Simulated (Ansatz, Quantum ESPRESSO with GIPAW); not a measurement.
**Shieldings and field gradients in KZnF3**

Aim: the magnetic shielding tensor of every site in KZnF3 and the field gradients at its nuclei.

Main program and level: Quantum ESPRESSO with GIPAW 8.0dev (patched build); DFT, PBE, plane-wave PAW (pslibrary 1.0.0 recipes), scalar-relativistic, GIPAW; a patched development version of the program.

### 1. Set-up

Symmetry: Pm-3m, No. 221, cubic system. The conventional cell has a = 4.050 Å, b = 4.050 Å, c = 4.050 Å, α = 90.00°, β = 90.00°, γ = 90.00°. Nearest to Zn lie 6 F at 2.02 Å. Nearest to K lie 12 F at 2.86 Å. Nearest to F lie 2 Zn at 2.02 Å and 4 K at 2.86 Å. Farther neighbours and most contacts between anions are not listed.

The cell is an entry of the Crystallography Open Database; it need not be the form that is stable at ambient conditions.

### 2. The SCF step

GIPAW is a response on top of the ground state, so the wavefunctions come first. Their errors pass straight into the induced current, hence the tight threshold. No empty states are asked for: the response is solved without them. The mesh has a spacing of 0.32 Å⁻¹ at most. The PAW files were made with ld1.x from the pslibrary 1.0.0 recipes, with GIPAW reconstruction switched on (the recipe of F slightly mended, as the packaged one fails to give a sound file).

Input file scf.in:

```
&control
  calculation = 'scf'
  prefix = 'x'
  outdir = './tmp/'
  pseudo_dir = './'
/
&system
  ibrav = 0
  nat = 5
  ntyp = 3
  ecutwfc = 55
  ecutrho = 330
  nbnd = 21
/
&electrons
  conv_thr = 1.0d-10
  mixing_beta = 0.7
  electron_maxstep = 100
/
ATOMIC_SPECIES
  Zn 65.380 Zn.pbe-dn-kjpaw_psl.1.0.0-gipaw.UPF
  K 39.098 K.pbe-spn-kjpaw_psl.1.0.0-gipaw.UPF
  F 18.998 F.pbe-n-kjpaw_psl.1.0.0-gipaw.UPF
CELL_PARAMETERS angstrom
  4.05000000 0.00000000 0.00000000
  0.00000000 4.05000000 0.00000000
  0.00000000 0.00000000 4.05000000
ATOMIC_POSITIONS crystal
  Zn 0.50000000 0.50000000 0.50000000
  K 0.00000000 0.00000000 0.00000000
  F 0.50000000 0.00000000 0.50000000
  F 0.00000000 0.50000000 0.50000000
  F 0.50000000 0.50000000 0.00000000
K_POINTS automatic
  5 5 5 0 0 0
```

On the command line:

```sh
$ mpirun -np 4 pw.x -nk 4 -in scf.in > scf.out
```

The program printed:

```text
using ibrav=0 with symmetry is DISCOURAGED, use correct ibrav instead

     bravais-lattice index     =            0
     lattice parameter (alat)  =       7.6534  a.u.
     unit-cell volume          =     448.2927 (a.u.)^3
     number of atoms/cell      =            5
     number of atomic types    =            3
     number of electrons       =        42.00
     number of Kohn-Sham states=           21
     kinetic-energy cutoff     =      55.0000  Ry
     charge density cutoff     =     330.0000  Ry
     scf convergence threshold =      1.0E-10
     mixing beta               =       0.7000
     number of iterations used =            8  plain     mixing
     Exchange-correlation= SLA-PW-PBX-PBC
                           (   1   4   3   4   0   0   0)
[...]
Zn               12.00    65.38000     Zn( 1.00)
     K                 9.00    39.09800     K ( 1.00)
     F                 7.00    18.99800     F ( 1.00)

     48 Sym. Ops., with inversion, found
[...]
number of k points=    10
[...]
Dense  grid:    45385 G-vectors     FFT dimensions: (  45,  45,  45)

     Smooth grid:    24837 G-vectors     FFT dimensions: (  40,  40,  40)

     Check: negative core charge=   -0.000002

     Initial potential from superposition of free atoms

     starting charge      41.9775, renormalised to      42.0000
     Starting wfcs are   29 randomized atomic wfcs

     Self-consistent Calculation

     iteration #  1     ecut=    55.00 Ry     beta= 0.70
     Davidson diagonalization with overlap
     ethr =  1.00E-02,  avg # of iterations =  1.6

     total energy              =    -535.05743766 Ry
     estimated scf accuracy    <       0.47922410 Ry

     iteration #  2     ecut=    55.00 Ry     beta= 0.70
     Davidson diagonalization with overlap
     ethr =  1.14E-03,  avg # of iterations =  3.2

     total energy              =    -535.20016291 Ry
     estimated scf accuracy    <       0.42621282 Ry

     iteration #  3     ecut=    55.00 Ry     beta= 0.70
     Davidson diagonalization with overlap
     ethr =  1.01E-03,  avg # of iterations =  2.0

     total energy              =    -535.27935011 Ry
     estimated scf accuracy    <       0.00354923 Ry

[...]
total energy              =    -535.28209069 Ry
[...]
iteration # 11     ecut=    55.00 Ry     beta= 0.70
     Davidson diagonalization with overlap
     ethr =  9.56E-13,  avg # of iterations =  5.5

     total energy              =    -535.28209069 Ry
     estimated scf accuracy    <          1.1E-09 Ry

     iteration # 12     ecut=    55.00 Ry     beta= 0.70
     Davidson diagonalization with overlap
     ethr =  9.56E-13,  avg # of iterations =  3.6

     End of self-consistent calculation
     [one-electron energies left out]

!    total energy              =    -535.28209069 Ry
     total all-electron energy =     -5396.156035 Ry
     estimated scf accuracy    <          2.2E-13 Ry

     The total energy is the sum of the following terms:
     one-electron contribution =    -160.84867999 Ry
     hartree contribution      =     115.52473383 Ry
     xc contribution           =     -87.62204153 Ry
     ewald contribution        =    -218.00757669 Ry
     one-center paw contrib.   =    -184.32852632 Ry

     convergence has been achieved in  12 iterations
[...]
JOB DONE.
```

Elapsed: 10 s, on 4 MPI ranks of Arm Neoverse V2, shared host; peak memory 0.64 GiB.

It converged in 12 cycles to an estimated accuracy of 2e-13 Ry, on 10 irreducible k-points.

### 3. Magnetic response

A uniform field breaks periodicity, so gipaw.x applies it as a wave of small q and takes the limit. It solves for the first-order states, builds the induced current and gets the field at each nucleus by Biot–Savart; the PAW spheres add what the smooth waves miss near the nuclei. pawproj makes the reconstruction use the PAW data sets' own projectors.

Input file nmr.in:

```
&inputgipaw
  job = 'nmr'
  prefix = 'x'
  tmp_dir = './tmp/'
  restart_mode = 'from_scratch'
  verbosity = 'low'
  q_gipaw = 0.01
  spline_ps = .true.
  conv_threshold = 1.0d-14
  use_nmr_macroscopic_shape = .false.
  pawproj(1) = .true.
  pawproj(2) = .true.
  pawproj(3) = .true.
/
```

On the command line:

```sh
$ mpirun -np 4 gipaw.x -in nmr.in > nmr.out
```

The program printed:

```text
[banner, memory and clock lines left out]
[a note of our patched build left out]

     Parallelizing q-star over 1 images

     IMPORTANT: XC functional enforced from input :
     Exchange-correlation= PBE
                           (   1   4   3   4   0   0   0)
     Any further DFT definition will be discarded
     Please, verify this is what you really want

     Check: negative core charge=   -0.000002
[...]
projs nearly linearly dependent: l=0  n1,n2= 1, 2  s=  0.99585241
[...]
alpha_pv=     53.7542 eV

     spline_ps is .false., expect some extrapolation errors

     q-space interpolation up to    66.00 Rydberg

     GIPAW job: nmr
     NMR macroscopic correction: no
[...]
Computing the magnetic susceptibility     isolve=0    ethr=  0.1000E-13
     Starting from scratch
     k-point #    1 of    10      pool #  1    cpu time:       0.9
[...]
End of magnetic susceptibility calculation

     f-sum rule (1st term):
           -32.3686          0.0000          0.0000
             0.0000        -32.3686          0.0000
             0.0000          0.0000        -32.3686

     f-sum rule (2nd term):
            -1.2056          0.0000          0.0000
             0.0000         -1.2056          0.0000
             0.0000          0.0000         -1.2056

     f-sum rule (should be   -33.5656):
           -33.5742          0.0000          0.0000
             0.0000        -33.5742          0.0000
             0.0000          0.0000        -33.5742

[... susceptibilities left out ...]
     Contributions to the NMR chemical shifts: -------------------------------

     Macroscopic shape contribution in ppm:                    0.00
             0.0000          0.0000          0.0000
             0.0000          0.0000          0.0000
             0.0000          0.0000          0.0000

     Core contribution in ppm:

     Atom  1  Zn  pos: (  0.500000  0.500000  0.500000)  core sigma:        2275.73
     Atom  2  K   pos: (  0.000000  0.000000  0.000000)  core sigma:        1193.41
     Atom  3  F   pos: (  0.500000  0.000000  0.500000)  core sigma:         306.42
     Atom  4  F   pos: (  0.000000  0.500000  0.500000)  core sigma:         306.42
     Atom  5  F   pos: (  0.500000  0.500000  0.000000)  core sigma:         306.42

     Bare contribution in ppm:

     Atom  1  Zn  pos: (  0.500000  0.500000  0.500000)  bare sigma:          38.19
[...]
Atom  2  K   pos: (  0.000000  0.000000  0.000000)  bare sigma:         119.93
[...]
Atom  3  F   pos: (  0.500000  0.000000  0.500000)  bare sigma:          95.57
[...]
Atom  4  F   pos: (  0.000000  0.500000  0.500000)  bare sigma:          95.57
[...]
Atom  5  F   pos: (  0.500000  0.500000  0.000000)  bare sigma:          95.57
[...]
Diamagnetic contribution in ppm:

     Atom  1  Zn  pos: (  0.500000  0.500000  0.500000)  dia sigma:         216.07
[...]
Atom  2  K   pos: (  0.000000  0.000000  0.000000)  dia sigma:          -4.06
[...]
Atom  3  F   pos: (  0.500000  0.000000  0.500000)  dia sigma:          43.00
[...]
Atom  4  F   pos: (  0.000000  0.500000  0.500000)  dia sigma:          43.00
[...]
Atom  5  F   pos: (  0.500000  0.500000  0.000000)  dia sigma:          43.00
[...]
Paramagnetic contribution in ppm:

     Atom  1  Zn  pos: (  0.500000  0.500000  0.500000)  para sigma:         957.62
[...]
Atom  2  K   pos: (  0.000000  0.000000  0.000000)  para sigma:        -215.26
[...]
Atom  3  F   pos: (  0.500000  0.000000  0.500000)  para sigma:         207.87
[...]
Atom  4  F   pos: (  0.000000  0.500000  0.500000)  para sigma:         207.87
[...]
Atom  5  F   pos: (  0.500000  0.500000  0.000000)  para sigma:         207.87
[...]
Paramagnetic US occ-occ contribution in ppm:

     Atom  1  Zn  pos: (  0.500000  0.500000  0.500000)  para_oo sigma:          -9.06
[...]
Atom  2  K   pos: (  0.000000  0.000000  0.000000)  para_oo sigma:          -0.90
[...]
Atom  3  F   pos: (  0.500000  0.000000  0.500000)  para_oo sigma:          -1.24
[...]
Atom  4  F   pos: (  0.000000  0.500000  0.500000)  para_oo sigma:          -1.24
[...]
Atom  5  F   pos: (  0.500000  0.500000  0.000000)  para_oo sigma:          -1.24
[...]
Paramagnetic US L_R Q_R contribution in ppm:

     Atom  1  Zn  pos: (  0.500000  0.500000  0.500000)  para_lq sigma:       -1675.11
[...]
Atom  2  K   pos: (  0.000000  0.000000  0.000000)  para_lq sigma:         104.00
[...]
Atom  3  F   pos: (  0.500000  0.000000  0.500000)  para_lq sigma:        -320.60
[...]
Atom  4  F   pos: (  0.000000  0.500000  0.500000)  para_lq sigma:        -320.60
[...]
Atom  5  F   pos: (  0.500000  0.500000  0.000000)  para_lq sigma:        -320.60
[...]
Total NMR chemical shifts in ppm: ---------------------------------------
     (adopting the Simpson convention for anisotropy and asymmetry)-----------

     Atom  1  Zn  pos: (  0.500000  0.500000  0.500000)  Total sigma:        1803.43
          1803.4324         -0.0000          0.0000
             0.0000       1803.4324          0.0000
            -0.0000         -0.0000       1803.4324

     Zn      1    anisotropy:      0.00    eta:    0.0000
[...]
Atom  2  K   pos: (  0.000000  0.000000  0.000000)  Total sigma:        1197.11
          1197.1138         -0.0000         -0.0000
            -0.0000       1197.1138         -0.0000
            -0.0000         -0.0000       1197.1138

     K       2    anisotropy:      0.00    eta:    0.0000
[...]
Atom  3  F   pos: (  0.500000  0.000000  0.500000)  Total sigma:         331.02
           320.1184         -0.0000         -0.0000
             0.0000        352.8094         -0.0000
             0.0000         -0.0000        320.1184

     F       3    anisotropy:     32.69    eta:    0.0000
[...]
Atom  4  F   pos: (  0.000000  0.500000  0.500000)  Total sigma:         331.02
[... its tensor is left out ...]
     Atom  5  F   pos: (  0.500000  0.500000  0.000000)  Total sigma:         331.02
[... its tensor is left out ...]
```

Elapsed: 72 s, on 4 MPI ranks; peak memory 0.37 GiB; 4.8 min of CPU time.

The f-sum rule is met to 0.0086 of 33.6 (0.03 %). Converged shieldings require that this miss be small, but a small miss does not prove them.

From the symmetric part of each tensor, with principal values σ11 ≤ σ22 ≤ σ33: σ_iso is their mean, the span is σ33 − σ11 and the skew 3(σ_iso − σ22)/span. (gipaw.x prints an anisotropy in another convention.)

| site | atom no. | atoms in cell | σ_iso (ppm) | span (ppm) | skew |
| --- | --- | --- | --- | --- | --- |
| Zn | 1 | 1 | 1803 | 0 | - |
| K | 2 | 1 | 1197.1 | 0.0 | - |
| F | 3 | 3 | 331.0 | 32.7 | 1.00 |

The macroscopic shape term is switched off. For a spherical sample the valence susceptibility of this run would add about 9 ppm to every site, a rough estimate, since the susceptibility converges slowly and lacks part of the PAW terms. Differences within the crystal don't depend on it, but shieldings of different compounds can't be compared to better than a few ppm without it.

Zn and K sit on cubic site symmetry, where the tensor must be isotropic. An axis of order three or more runs through F, so two principal values coincide and the skew is ±1. In this run the largest span is that of F (site symmetry 4/mmm), with principal values 320.1, 320.1 and 352.8 ppm.

The quadrupolar nuclei (39K and 67Zn) sit on sites where the field gradient vanishes by symmetry, so they have no quadrupolar coupling.

### 4. From shieldings to shifts

A shielding is counted from the bare nucleus and a shift from a reference compound, with the opposite sign. A fitted line does better than one reference, as its slope takes up part of the functional's error.

Reference lines, from the same functional and files: 19F: δ = (115.5 − σ) / 1.179, zero at CFCl3, fitted to 7 measured values, from BaF2, CdF2, KF, LiF, MgF2, NaF and ZnF2, with a scatter of 6.5 ppm r.m.s. (CaF2 fall off this line, as semilocal functionals put their cations' empty d or f shells too low, and are left out), on σ without the shape term. Kinds of site that fitted badly were split off after the misses were seen, so the scatter is that of the points kept.

Covalently bonded atoms count as neighbours within 1.18 times the sum of their radii. Otherwise a cation's neighbours lie within 1.2 times its shortest bond (1.3 for large cations, each anion's radius taken off where they differ), and an anion's are the cations that count it.

| site | atom no. | atoms in cell | surroundings | bonds (Å) | δ_iso (ppm) |
| --- | --- | --- | --- | --- | --- |
| Zn | 1 | 1 | ZnF6 | 2.025 | - |
| K | 2 | 1 | KF12 | 2.864 | - |
| F | 3 | 3 | bound to Zn2K4 | 2.02 to 2.86 | -182.8 |

Simulated spectrum, 19F MAS at 62.5 kHz, 18.8 T (753.5 MHz), lines broadened by 2 ppm; rigid lattice, with dipolar and J couplings left out: a single narrow line at -182.8 ppm.

### 5. What the settings change

Each row names what was changed: the other centring of the mesh tests the sampling; another cell volume at fixed fractional coordinates shows the pull of bond length; another mesh tests the sampling of the zone.

Changes of σ_iso (ppm) against the run above (PBE, cutoffs 55 and 330 Ry, mesh 5×5×5, 5.4 min). Times are CPU times of pw.x and gipaw.x together, on 4 MPI ranks of Arm Neoverse V2, shared host; on a shared host they are rough.

| run | CPU time | f-sum miss | Zn | K | F |
| --- | --- | --- | --- | --- | --- |
| mesh shifted | 5.4 min | 0.0086 | +0.1 | +0.1 | +0.1 |
| volume × 0.960 | 4.9 min | 0.0087 | -37.5 | -8.9 | -1.9 |
| mesh 6×6×6 | 10 min | 0.0086 | +0.1 | +0.0 | +0.1 |

The largest move is -37.5 ppm, on Zn, from volume × 0.960.

### 6. Summary of results

```
19F shift                         : -182.8 ppm
39K shielding without shape term  : 1197.1 ppm
67Zn shielding without shape term : 1803 ppm
```

In words: 19F has one site (bound to Zn2K4), with isotropic shift -182.8 ppm. Going to mesh 6×6×6 changes no isotropic shielding by more than 0.065 ppm, so the main run is converged in that respect. A higher cutoff was not carried through on these files. This build of gipaw.x prints that it is not audited and that its numbers are no references by themselves. It also reports spline_ps as false although the input sets it; why was not traced.

[Banner, clock, file and message-heading lines were taken out of the pw.x and gipaw.x logs.]

[Logs are printed without paths, hosts, clocks, repeated set-up lines and the standing remarks that a program may print on its own settings, such as how far it seeks lower states.]

[Hosts, paths, dates, database ids (printed as entryN), source tags and the programs' standing remarks are cut or masked in the printed files.]

[Where no reference line passes its bar on scatter, no shift is given, so a measured shift of this compound may stand uncompared.]
